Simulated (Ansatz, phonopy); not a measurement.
# Ag (Silver, Fm-3m): a volume series of phonon spectra, part 3 of 4

Wanted: mode Grüneisen parameters of Ag (Silver) and a free-energy fit over volumes.

Ansatz 0.2.0; DFT PBEsol, scalar-relativistic, plane waves, PAW; PAW set soft_1.

So far. Step 8 (Single point at a scaled cell, V/V0 0.985): The run ends at a pressure of 1.88 GPa. Step 9 (Phonons, V/V0 0.985): No mode is imaginary beyond numerical noise at the solved wavevectors.

### 10. Single point at a scaled cell, V/V0 1.03

Symmetry fixes every atom, so a single point at the scaled cell gives the energy and pressure of this member.

The input, input.yaml:

```yaml
crystal:
  lattice:
    - [0.0, 2.0474648962, 2.0474648962]
    - [2.0474648962, 0.0, 2.0474648962]
    - [2.0474648962, 2.0474648962, 0.0]
  atoms:
    - { symbol: Ag, position: [0.0, 0.0, 0.0] }
kpoints:
  mp_grid: { grid: [20, 20, 20] }
hamiltonian:
  xc: pbesol
  pseudopotentials: { kind: paw, azcp: { folder: soft_1 }, xc_functional: pbe }
scf:
  occupations: { method: methfessel_paxton, width: 0.2 }
  lower_state_search: "off"
output:
  forces: true
  stress: true
  eigenvalues: true
```

The run is started by

```sh
> ansatz run input.yaml --threads 8 --pin off --max-ram 16384MiB --backend cpu --events-out ev --progress --plain --runs-dir out
```

Numbers of over 12 decimals in the logs are rounded to 6 here.

The log of the run:

```text
[...]
Crystal: 1 atoms, lattice volume = 17.166 Å³
Basis set: ecut = 420 eV, 331 PW (Γ), exchange–correlation on 40×40×40 points (8 copies of the dense FFT grid, shifted against one another)
Bands: 14, of which v1, the nominal top of the filled ones, is band 10 counted from 1 (9 counted from 0)
Symmetry: 48 space group operations
[...]
k-points: 256 of 8000
[...]
--- Band table (eV; the first three rows and the last of 256) ---
  k-point 0: bands = [... 6 lower, 12.1729, 12.1729, 13.2126, 13.2126, 32.7240, 36.2428, 36.2428, 36.2428]
  k-point 1: bands = [... 6 lower, 12.1949, 12.1949, 13.2040, 13.2040, 32.7445, 35.5663, 36.2770, 36.2770]
  k-point 2: bands = [... 6 lower, 12.2541, 12.2541, 13.1851, 13.1851, 32.6342, 34.2860, 36.3647, 36.3647]
  k-point 255: bands = [... 6 lower, 11.8915, 13.2171, 14.2144, 22.7822, 22.7822, 23.7844, 25.0234, 39.2849]
[key lines of the parts left out:]
SCF converged after 7 iterations
Free energy (F): -7522.301385 eV
Fermi energy:    16.875334 eV
P = ⅓ Tr σ = -3.2516 GPa (-32.516 kbar)
```

It took 0.74 s on 8 threads of Arm Neoverse V1, shared host; peak memory 0.33 GiB; 3.8 s of CPU time.

The run ends at a pressure of -3.25 GPa.

### 11. Phonons, V/V0 1.03

The same q-mesh and k-mesh are kept at every volume, so that much of their error can cancel in the differences.

input.yaml, the sections that differ from step 10:

```yaml
output:
  eigenvalues: true
phonons:
  method: dfpt
  qmesh: [4, 4, 4]
  temperatures: { t_max: 1000, t_step: 50 }
  qpath:
    path:
      - [[0.0, 0.0, 0.0], [0.5, 0.0, 0.5], [0.625, 0.25, 0.625]]
      - [[0.375, 0.375, 0.75], [0.0, 0.0, 0.0], [0.5, 0.5, 0.5], [0.5, 0.25, 0.75], [0.5, 0.0, 0.5]]
    npoints: 10
# crystal, kpoints, hamiltonian, scf: as in step 10
```

The log of the run:

```text
[...]
Crystal: 1 atoms, lattice volume = 17.166 Å³
Basis set: ecut = 420 eV, 331 PW (Γ), exchange–correlation on 40×40×40 points (8 copies of the dense FFT grid, shifted against one another)
Bands: 14, of which v1, the nominal top of the filled ones, is band 10 counted from 1 (9 counted from 0)
Symmetry: 48 space group operations
k-points: 256 of 8000
[...]
k-point 255: bands = [... 6 lower, 11.8915, 13.2171, 14.2144, 22.7822, 22.7822, 23.7844, 25.0234, 39.2849]
[...]
ASR residual: 1.169e-5 → 0.000e0 eV/Å²; symmetrization residual: 8.489e-12 eV/Å²
  ASR residual per site (eV/Å²): 1.17e-5
  Γ frequencies (cm⁻¹): 0.00 0.00 0.00
--- Phonons (arbitrary-q DFPT): 8 irreducible q on the 4×4×4 mesh ---
[...]
interpolated dispersion: 62 rows × 3 modes
[...]
[key lines of the parts left out:]
SCF converged after 8 iterations
Free energy (F): -7522.301385 eV
Fermi energy:    16.875331 eV
```

Elapsed: 96 s, on 8 threads; peak memory 4 GiB; 11 min of CPU time.

No mode is imaginary beyond numerical noise at the solved wavevectors.

### 12. Single point at a scaled cell, V/V0 0.97

Symmetry fixes every atom, so a single point at the scaled cell gives the energy and pressure of this member.

The cell differs from the one that the last finished run ended in (a 2.896 → 2.838 Å, b 2.896 → 2.838 Å, c 2.896 → 2.838 Å).

input.yaml, the sections that differ from step 11:

```yaml
crystal:
  lattice:
    - [0.0, 2.0069103269, 2.0069103269]
    - [2.0069103269, 0.0, 2.0069103269]
    - [2.0069103269, 2.0069103269, 0.0]
  atoms:
    - { symbol: Ag, position: [0.0, 0.0, 0.0] }
output:
  forces: true
  stress: true
  eigenvalues: true
# kpoints, hamiltonian, scf: as in step 11
# phonons: removed
```

The log of the run:

```text
[...]
Crystal: 1 atoms, lattice volume = 16.166 Å³
Basis set: ecut = 420 eV, 331 PW (Γ), exchange–correlation on 40×40×40 points (8 copies of the dense FFT grid, shifted against one another)
Bands: 14, of which v1, the nominal top of the filled ones, is band 10 counted from 1 (9 counted from 0)
Symmetry: 48 space group operations
[...]
k-points: 256 of 8000
[...]
--- Band table (eV; the first three rows and the last of 256) ---
  k-point 0: bands = [... 6 lower, 13.3363, 13.3363, 14.4922, 14.4922, 34.2174, 38.0769, 38.0769, 38.0769]
  k-point 1: bands = [... 6 lower, 13.3606, 13.3606, 14.4823, 14.4823, 34.2550, 37.4077, 38.1280, 38.1280]
  k-point 2: bands = [... 6 lower, 13.4258, 13.4258, 14.4606, 14.4606, 34.2364, 36.0783, 38.2659, 38.2659]
  k-point 255: bands = [... 6 lower, 13.0116, 14.4866, 15.6051, 24.4143, 24.4143, 25.6028, 26.7619, 41.2483]
[key lines of the parts left out:]
SCF converged after 7 iterations
Free energy (F): -7522.300648 eV
Fermi energy:    18.277246 eV
P = ⅓ Tr σ = 3.9634 GPa (39.634 kbar)
```

Run time: 0.74 s. Hardware: 8 threads; peak memory 0.33 GiB; 3.7 s of CPU time.

The run ends at a pressure of 3.96 GPa.

### 13. Phonons, V/V0 0.97

The same q-mesh and k-mesh are kept at every volume, so that much of their error can cancel in the differences.

input.yaml, the sections that differ from step 12:

```yaml
output:
  eigenvalues: true
phonons:
  method: dfpt
  qmesh: [4, 4, 4]
  temperatures: { t_max: 1000, t_step: 50 }
  qpath:
    path:
      - [[0.0, 0.0, 0.0], [0.5, 0.0, 0.5], [0.625, 0.25, 0.625]]
      - [[0.375, 0.375, 0.75], [0.0, 0.0, 0.0], [0.5, 0.5, 0.5], [0.5, 0.25, 0.75], [0.5, 0.0, 0.5]]
    npoints: 10
# crystal, kpoints, hamiltonian, scf: as in step 12
```

The log of the run:

```text
[...]
Crystal: 1 atoms, lattice volume = 16.166 Å³
Basis set: ecut = 420 eV, 331 PW (Γ), exchange–correlation on 40×40×40 points (8 copies of the dense FFT grid, shifted against one another)
Bands: 14, of which v1, the nominal top of the filled ones, is band 10 counted from 1 (9 counted from 0)
Symmetry: 48 space group operations
k-points: 256 of 8000
[...]
k-point 255: bands = [... 6 lower, 13.0116, 14.4866, 15.6051, 24.4143, 24.4143, 25.6028, 26.7619, 41.2483]
[...]
ASR residual: 7.566e-6 → 0.000e0 eV/Å²; symmetrization residual: 3.032e-11 eV/Å²
  ASR residual per site (eV/Å²): 7.57e-6
  Γ frequencies (cm⁻¹): 0.00 0.00 0.00
--- Phonons (arbitrary-q DFPT): 8 irreducible q on the 4×4×4 mesh ---
[...]
interpolated dispersion: 62 rows × 3 modes
[...]
[key lines of the parts left out:]
SCF converged after 8 iterations
Free energy (F): -7522.300648 eV
Fermi energy:    18.277244 eV
```

It took 93 s on 8 threads; peak memory 3.9 GiB.

No mode is imaginary beyond numerical noise at the solved wavevectors.

### 14. A cell at another volume, V/V0 1.05

Symmetry fixes every atom, so a single point at the scaled cell gives the energy and pressure of this member.

The cell differs from the one that the last finished run ended in (a 2.838 → 2.914 Å, b 2.838 → 2.914 Å, c 2.838 → 2.914 Å).

input.yaml, the sections that differ from step 13:

```yaml
crystal:
  lattice:
    - [0.0, 2.0606322349, 2.0606322349]
    - [2.0606322349, 0.0, 2.0606322349]
    - [2.0606322349, 2.0606322349, 0.0]
  atoms:
    - { symbol: Ag, position: [0.0, 0.0, 0.0] }
output:
  forces: true
  stress: true
  eigenvalues: true
# kpoints, hamiltonian, scf: as in step 13
# phonons: removed
```

The log of the run:

```text
[...]
Crystal: 1 atoms, lattice volume = 17.500 Å³
Basis set: ecut = 420 eV, 331 PW (Γ), exchange–correlation on 40×40×40 points (8 copies of the dense FFT grid, shifted against one another)
Bands: 14, of which v1, the nominal top of the filled ones, is band 10 counted from 1 (9 counted from 0)
Symmetry: 48 space group operations
[...]
k-points: 256 of 8000
[...]
--- Band table (eV; the first three rows and the last of 256) ---
  k-point 0: bands = [... 6 lower, 11.8139, 11.8139, 12.8188, 12.8188, 32.2582, 35.6676, 35.6676, 35.6676]
  k-point 1: bands = [... 6 lower, 11.8353, 11.8353, 12.8105, 12.8105, 32.2731, 34.9891, 35.6965, 35.6965]
  k-point 2: bands = [... 6 lower, 11.8926, 11.8926, 12.7925, 12.7925, 32.1306, 33.7291, 35.7684, 35.7684]
  k-point 255: bands = [... 6 lower, 11.5457, 12.8260, 13.7873, 22.2815, 22.2815, 23.2233, 24.4895, 38.6730]
[key lines of the parts left out:]
SCF converged after 7 iterations
Free energy (F): -7522.292673 eV
Fermi energy:    16.444988 eV
P = ⅓ Tr σ = -5.0817 GPa (-50.817 kbar)
```

Run time: 0.75 s. Hardware: 8 threads; peak memory 0.33 GiB; 3.9 s of CPU time.

The run ends at a pressure of -5.08 GPa.

### 15. Lattice dynamics at this volume, V/V0 1.05

The same q-mesh and k-mesh are kept at every volume, so that much of their error can cancel in the differences.

input.yaml, the sections that differ from step 14:

```yaml
output:
  eigenvalues: true
phonons:
  method: dfpt
  qmesh: [4, 4, 4]
  temperatures: { t_max: 1000, t_step: 50 }
  qpath:
    path:
      - [[0.0, 0.0, 0.0], [0.5, 0.0, 0.5], [0.625, 0.25, 0.625]]
      - [[0.375, 0.375, 0.75], [0.0, 0.0, 0.0], [0.5, 0.5, 0.5], [0.5, 0.25, 0.75], [0.5, 0.0, 0.5]]
    npoints: 10
# crystal, kpoints, hamiltonian, scf: as in step 14
```

The log of the run:

```text
[...]
Crystal: 1 atoms, lattice volume = 17.500 Å³
Basis set: ecut = 420 eV, 331 PW (Γ), exchange–correlation on 40×40×40 points (8 copies of the dense FFT grid, shifted against one another)
Bands: 14, of which v1, the nominal top of the filled ones, is band 10 counted from 1 (9 counted from 0)
Symmetry: 48 space group operations
k-points: 256 of 8000
[...]
k-point 255: bands = [... 6 lower, 11.5457, 12.8260, 13.7873, 22.2815, 22.2815, 23.2233, 24.4895, 38.6730]
[...]
ASR residual: 1.194e-5 → 0.000e0 eV/Å²; symmetrization residual: 7.882e-12 eV/Å²
  ASR residual per site (eV/Å²): 1.19e-5
  Γ frequencies (cm⁻¹): 0.00 0.00 0.00
--- Phonons (arbitrary-q DFPT): 8 irreducible q on the 4×4×4 mesh ---
[...]
interpolated dispersion: 62 rows × 3 modes
[...]
[key lines of the parts left out:]
SCF converged after 8 iterations
Free energy (F): -7522.292673 eV
Fermi energy:    16.444985 eV
```

Elapsed: 96 s, on 8 threads; peak memory 4 GiB; 11 min of CPU time.

No LO-TO term. Phonon branches along the path, in cm⁻¹:

```
    point  branch 1  branch 2  branch 3
        Γ         0         0         0
  halfway        74        74       115
        X       104       104       154
  halfway       102       109       150
        U        94       120       139
jump to K        94       120       139
  halfway        54        80       123
        Γ         0         0         0
  halfway        49        49       113
        L        71        71       155
  halfway        83       103       144
        W       100       128       128
  halfway       102       111       146
        X       104       104       154
```

The phonon branches as a text plot (rows in cm⁻¹):

```
    152 |           ****                        *****         ***
    145 |         **    *                      *     **      *
    139 |        *       **                   *        **   *
    132 |       *          *****                         * *
    126 |                  *                 *           ***
    119 |                ** *   *                       *   *
    113 |      *        *                   *          *     *
    106 |            ***     **  *                            ***
    100 |         ***  **                             *  ******
     94 |    **  *       **    *           *         *  *
     87 |       *          *      **                *  *
     81 |                   *   *                  * **
     74 |   *  *             **           *      ****
     68 |                        *             **
     61 |    **                *    *         *
     55 |                       *            *
     48 |  **                     **     *  *
     42 |                        *         *
     35 |                           *
     29 | **                      ** *    *
     23 |                           *   **
     16 | *                          *
     10 |                            *  *
      3 |*                            **
         Γ           X  U|K            Γ         L        W     X
```

No mode is imaginary beyond numerical noise at the solved wavevectors.

### 16. Mode Grüneisen parameters

This step: DFT PBEsol, scalar-relativistic, plane waves, PAW; PAW set soft_1 (phonopy 4.10.0).

Numbers from this step:

```yaml
share_of_modes_with_a_negative_grueneisen_parameter: 0
```

Mean Grüneisen, by row:

```
T (K)  heat-capacity-weighted mean  root mean square
   50                        2.382             2.392
  100                        2.438             2.448
  200                        2.456             2.465
  300                        2.459             2.468
  500                        2.461              2.47
  800                        2.462             2.471
```

The mean mode Grueneisen parameter by wavenumber:

```
wavenumber (cm⁻¹)  mean mode Grueneisen parameter
              3.0                               -
              8.9                               -
             14.8                            1.88
             20.7                            2.42
             26.7                            2.14
             32.6                            2.12
             38.5                            2.13
             44.5                            2.14
             50.4                            2.23
             56.3                            2.17
             62.2                            2.22
             68.2                            2.19
             74.1                            2.22
             80.0                            2.21
             86.0                            2.25
             91.9                            2.31
             97.8                            2.38
            103.7                            2.42
            109.7                            2.47
            115.6                            2.49
            121.5                            2.57
            127.4                            2.61
            133.4                            2.64
            139.3                            2.64
            145.2                            2.63
            151.2                            2.64
            157.1                            2.66
            163.0                            2.67
            168.9                            2.69
            174.9                            2.71
```

[end of part 3 of 4]

[Logs are printed without paths, hosts, clocks, repeated set-up lines and the standing remarks that a program may print on its own settings, such as how far it seeks lower states.]

[Hosts, paths, dates, database ids (printed as entryN), source tags and the programs' standing remarks are cut or masked in the printed files.]

[A step with changed settings may run another functional than the one named; its input shows which.]

[Of the runs on displaced cells, only some may be shown.]
